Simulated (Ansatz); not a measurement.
# How Al(110) screens a field, part 2 of 2

Aim: image plane and induced charge of Al(110).

Ansatz 0.2.0; plane-wave DFT, PBE, Ansatz PAW.

So far. Step 8 (Single point, field -0.2 V/Å): The dipole is -0.188 e·Å. Step 9 (Atoms held, field 0.4 V/Å): The dipole is 0.376 e·Å.

## 10. The response

This step: plane-wave DFT, PBE, Ansatz PAW; screening of a field by a metal slab (Ansatz 0.2.0).

The dipoles give the slope, and the difference of two potentials shows where the field is screened.

Numbers from this step:

* equivalent conductor thickness p/(ε₀AE): 14.66 Å
* distance between the outer atoms: 11.46 Å
* inner field over outer field: -0.001527
* image plane, upper face: 1.619 Å
* induced electrons on the upper face over ε₀E: -0.9972
* image plane, lower face: 1.619 Å
* induced electrons on the lower face over ε₀E: 0.9972

The dipole of the cell by applied field:

| applied field (V/Å) | dipole of the cell (e·Å) |
| --- | --- |
| -0.200 | -0.188 |
| -0.100 | -0.0939 |
| -0.050 | -0.0470 |
| 0.000 | 3.9e-7 |
| 0.050 | 0.0470 |
| 0.100 | 0.0939 |
| 0.200 | 0.188 |
| 0.400 | 0.376 |

Local field over the applied field, running mean. From the potentials at -0.05 and 0.05 V/Å; running mean over 1.432 Å. Table of local field over applied field by z:

| z (Å) | local field over applied field |
| --- | --- |
| 5 | 0.990 |
| 6 | 0.941 |
| 7 | 0.723 |
| 8 | 0.246 |
| 9 | -3.7e-4 |
| 10 | 0.00185 |
| 11 | -0.00110 |
| 12 | 0.00181 |
| 13 | 0.00111 |
| 14 | -0.00192 |
| 15 | -0.00141 |
| 16 | 3.6e-5 |
| 17 | 3.0e-4 |
| 18 | 0.00335 |
| 19 | -0.00409 |
| 20 | 8.0e-4 |
| 21 | 0.0762 |
| 22 | 0.522 |
| 23 | 0.876 |
| 24 | 0.977 |
| 25 | 0.996 |

Electrons, planar mean, per unit field. The induced electron density by z:

| z (Å) | induced electron density (e/Å³ per V/Å) |
| --- | --- |
| 4.5 | 3.1e-5 |
| 5.0 | 7.9e-5 |
| 5.5 | 1.9e-4 |
| 6.0 | 4.5e-4 |
| 6.5 | 9.9e-4 |
| 7.0 | 0.00199 |
| 7.5 | 0.00320 |
| 8.0 | 0.00332 |
| 8.5 | 0.00122 |
| 9.0 | -5.2e-4 |
| 9.5 | -1.5e-4 |
| 10.0 | 3.7e-4 |
| 10.5 | -1.9e-5 |
| 11.0 | -2.6e-4 |
| 11.5 | 8.1e-5 |
| 12.0 | 1.3e-4 |
| 12.5 | -1.1e-4 |
| 13.0 | -2.1e-5 |
| 13.5 | 1.3e-4 |
| 14.0 | -3.6e-5 |
| 14.5 | -7.1e-5 |
| 15.0 | 8.2e-5 |
| 15.5 | 1.7e-5 |
| 16.0 | -1.3e-4 |
| 16.5 | 4.2e-5 |
| 17.0 | 9.8e-5 |
| 17.5 | -1.5e-4 |
| 18.0 | -4.8e-5 |
| 18.5 | 2.7e-4 |
| 19.0 | -2.7e-5 |
| 19.5 | -3.6e-4 |
| 20.0 | 2.3e-4 |
| 20.5 | 4.6e-4 |
| 21.0 | -0.00146 |
| 21.5 | -0.00342 |
| 22.0 | -0.00310 |
| 22.5 | -0.00188 |
| 23.0 | -9.2e-4 |
| 23.5 | -4.2e-4 |
| 24.0 | -1.8e-4 |
| 24.5 | -7.3e-5 |
| 25.0 | -2.8e-5 |

By hand: between -0.05 and 0.05 V/Å the dipole changes by 0.09393 e·Å, a slope of 0.9393 e·Å²/V. A perfect conductor of thickness t has p = ε₀AEt, so t = 180.95 × 0.9393 / 11.598 = 14.65 Å (e/ε₀ = 180.95 V·Å, A in Å²). Less the 11.46 Å between the outer atoms, and halved, that puts each image plane 1.60 Å out.

The induced dipole is that of a conductor 14.66 Å thick.

## 11. The same run with other settings

This step: plane-wave DFT, PBE, Ansatz PAW, but for the change named below (Ansatz 0.2.0).

An input spoilt on purpose, to show how the run answers: it repeats the earlier run at 0.05 V/Å with hamiltonian.hubbard to sites: [species: Al, l: f, u_eff: 30.0], and scf.max_iter set to 100.

File input.yaml:

```yaml
crystal:
  lattice:
    - [4.05, 0.0, 0.0]
    - [0.0, 2.8637824638, 0.0]
    - [0.0, 0.0, 29.4551298552]
  atoms:
    - { symbol: Al, position: [0.0, 0.0, 0.3055494932] }
    - { symbol: Al, position: [0.5, 0.5, 0.3541621199] }
    - { symbol: Al, position: [0.0, 0.0, 0.4027747466] }
    - { symbol: Al, position: [0.5, 0.5, 0.4513873733] }
    - { symbol: Al, position: [0.0, 0.0, 0.5] }
    - { symbol: Al, position: [0.5, 0.5, 0.5486126267] }
    - { symbol: Al, position: [0.0, 0.0, 0.5972252534] }
    - { symbol: Al, position: [0.5, 0.5, 0.6458378801] }
    - { symbol: Al, position: [0.0, 0.0, 0.6944505068] }
kpoints:
  mp_grid: { grid: [12, 18, 1] }
hamiltonian:
  xc: pbe
  hubbard: { sites: [{ species: Al, l: f, u_eff: 30.0 }] }
scf:
  occupations: { method: fermi_dirac, width: 0.1 }
  convergence: { dr2_threshold: 1.0e-10 }
  max_iter: 100
efield:
  axis: 3
  dipole_correction: true
  ramp_position: 0.97
  ramp_width: 0.06
  amplitude: 0.05
output:
  forces: true
  write_potential: true
  write_density: true
  volumetric_format: npy
```

Launch:

```
ansatz run input.yaml --threads 2 --pin off --max-ram 3072MiB --backend cpu --events-out ev --progress --plain --runs-dir out
```

Numbers of over 12 decimals in the logs are rounded to 6 here.

What it wrote:

```text
Error: inconsistent input (hamiltonian.hubbard.sites[].l, hamiltonian.hubbard.sites[].shell): the file of Al doesn't list 4f, and it can't be added: PBE doesn't bind the shell 4f of the free atom, whose level lies at +1.02 eV. Type an atom or ion with it (hamiltonian.pseudopotentials.projection_atoms), take another file or name another shell
```

It took 0.07 s on 2 threads of Arm Neoverse V1, shared host; peak memory 0.065 GiB.

The program refused the input before any cycle.

The program's message: “Error: inconsistent input (hamiltonian.hubbard.sites[].l, hamiltonian.hubbard.sites[].shell): the file of Al doesn't list 4f, and it can't be added: PBE doesn't bind the shell 4f of the free atom, who …”

The fault put into the input: a U on a shell that isn't there.

## 12. The same run with other settings

This step: plane-wave DFT, PBE, Ansatz PAW (Ansatz 0.2.0).

Another changed input: it repeats the earlier run at 0.05 V/Å with efield.dipole_correction from true to false.

input.yaml, as its differences from that of step 11:

```diff
@@ -19,3 +19,2 @@
   xc: pbe
-  hubbard: { sites: [{ species: Al, l: f, u_eff: 30.0 }] }
 scf:
@@ -23,6 +22,5 @@
   convergence: { dr2_threshold: 1.0e-10 }
-  max_iter: 100
 efield:
   axis: 3
-  dipole_correction: true
+  dipole_correction: false
   ramp_position: 0.97
```

What it wrote:

```text
[...]
Crystal: 9 atoms, lattice volume = 341.630 Å³
Basis set: ecut = 420 eV, 6703 PW (Γ), exchange–correlation on 60×40×400 points (8 copies of the dense FFT grid, shifted against one another)
Bands: 23, of which v1, the nominal top of the filled ones, is band 14 counted from 1 (13 counted from 0)
Symmetry: 4 space group operations
k-points: 70 of 216
[...]
SCF iter   1: F=—  HF=-4836.233677 eV  |F-HF|=—  |Δ(HF+E_count)|=         —  Δρ=3.59e-3  dr2=4.52e0  ethr=1.77e-3  p=0.000 e·Å  V_vac-E_F(+/−)=4.69/3.34 eV  ⟨swp⟩=9.4  Hψ=11171  notcnv=0  defer=11
[...]
SCF iter   8: F=-4836.151633 eV  HF=-4836.151633 eV  |F-HF|=2.83e-10  |Δ(HF+E_count)|=   3.61e-9  Δρ=8.44e-8  dr2=4.86e-11  ethr=1.00e-12  p=0.093 e·Å  V_vac-E_F(+/−)=4.73/3.49 eV  ⟨swp⟩=16.6  Hψ=11771  notcnv=0
SCF 1 converged in 8 iterations: F = -4836.151633 eV  dr2 = 4.86e-11
[...]
SCF converged after 8 iterations
Free energy (F): -4836.151633 eV
[...]
Internal energy: -4836.026634 eV  (E = F + TS)
E sigma→0 (E₀):  -4836.089134 eV
Entropy (-TS):   -0.124999 eV (-13.889 meV/atom)
Fermi energy:    1.161132 eV
Dipole field:    D = 0.049513 V/Å  (p = 0.093478 e·Å, saw-weighted)
Work function:   not extracted (applied field tilts the vacuum); planar V_es + V_field profile in the machine report
[...]
--- Forces (eV/Å), atoms counted from 1 ---
  atom   1  Al     0.00000000     0.00000000     0.17651505
  atom   2  Al     0.00000000     0.00000000    -0.13911535
  atom   3  Al     0.00000000     0.00000000     0.00834540
  atom   4  Al     0.00000000     0.00000000    -0.09441086
  atom   5  Al     0.00000000     0.00000000     0.00014009
  atom   6  Al     0.00000000     0.00000000     0.09407322
  atom   7  Al     0.00000000     0.00000000    -0.00885056
  atom   8  Al     0.00000000     0.00000000     0.13983182
  atom   9  Al     0.00000000     0.00000000    -0.17652913
  max |Σ_I F_I| component: 3.22e-7 eV/Å
--- Band table (eV; the first three rows and the last of 70) ---
  k-point 0: bands = [... 10 lower, -0.0567, 0.2367, 0.4258, 1.1973, 1.3573, 2.2477, 2.7466, 2.8364, ... 5 higher]
  k-point 1: bands = [... 10 lower, -0.0057, 0.2855, 0.4786, 1.2483, 1.4089, 2.2885, 2.7977, 2.8855, ... 5 higher]
  k-point 2: bands = [... 10 lower, 0.1474, 0.4281, 0.6354, 1.4015, 1.5613, 2.3851, 2.9510, 3.0288, ... 5 higher]
  k-point 69: bands = [... 10 lower, -1.6584, -1.1999, -0.6043, -0.5690, -0.5002, 0.4243, 0.5719, 1.3923, ... 5 higher]
```

Elapsed: 35 s, on 2 threads; peak memory 0.76 GiB.

| quantity | this run | earlier run | difference |
| --- | --- | --- | --- |
| dipole along the normal (e·Å) | 0.09348 | 0.04697 | 0.047 |

With the dipole correction off, the periodic images add a field of their own to the typed one.

It moves by +0.0465 e·Å.

These numbers are not those of the isolated slab.

## 13. Outcome

| Item | Value |
| --- | --- |
| work function | 4.14 eV |
| image plane, upper face | 1.62 Å |
| induced electrons on the upper face over ε₀E | -0.997 |
| equivalent conductor thickness p/(ε₀AE) | 14.7 Å |
| inner field over outer field | -0.00153 |

**Reading.** The induced charge has its centre 1.62 Å outside the outermost atoms; this is the plane from which a capacitor's gap or an image potential counts. The equivalent conductor thickness exceeds the distance between the outer atoms by 3.20 Å, about the sum of the two image-plane distances. In the middle of the slab the field is screened to under 0.5 % of its outer value. The atoms are held at bulk positions with the tabulated experimental lattice constant.

[Logs are printed without paths, hosts, clocks, repeated set-up lines and the standing remarks that a program may print on its own settings, such as how far it seeks lower states.]

[Hosts, paths, dates, database ids (printed as entryN), source tags and the programs' standing remarks are cut or masked in the printed files.]

[Maps of the electrostatic potential energy from Ansatz leave out the sawtooth potential of an applied field or a dipole correction, so their vacuum need not be flat; planar profiles and work functions include it.]
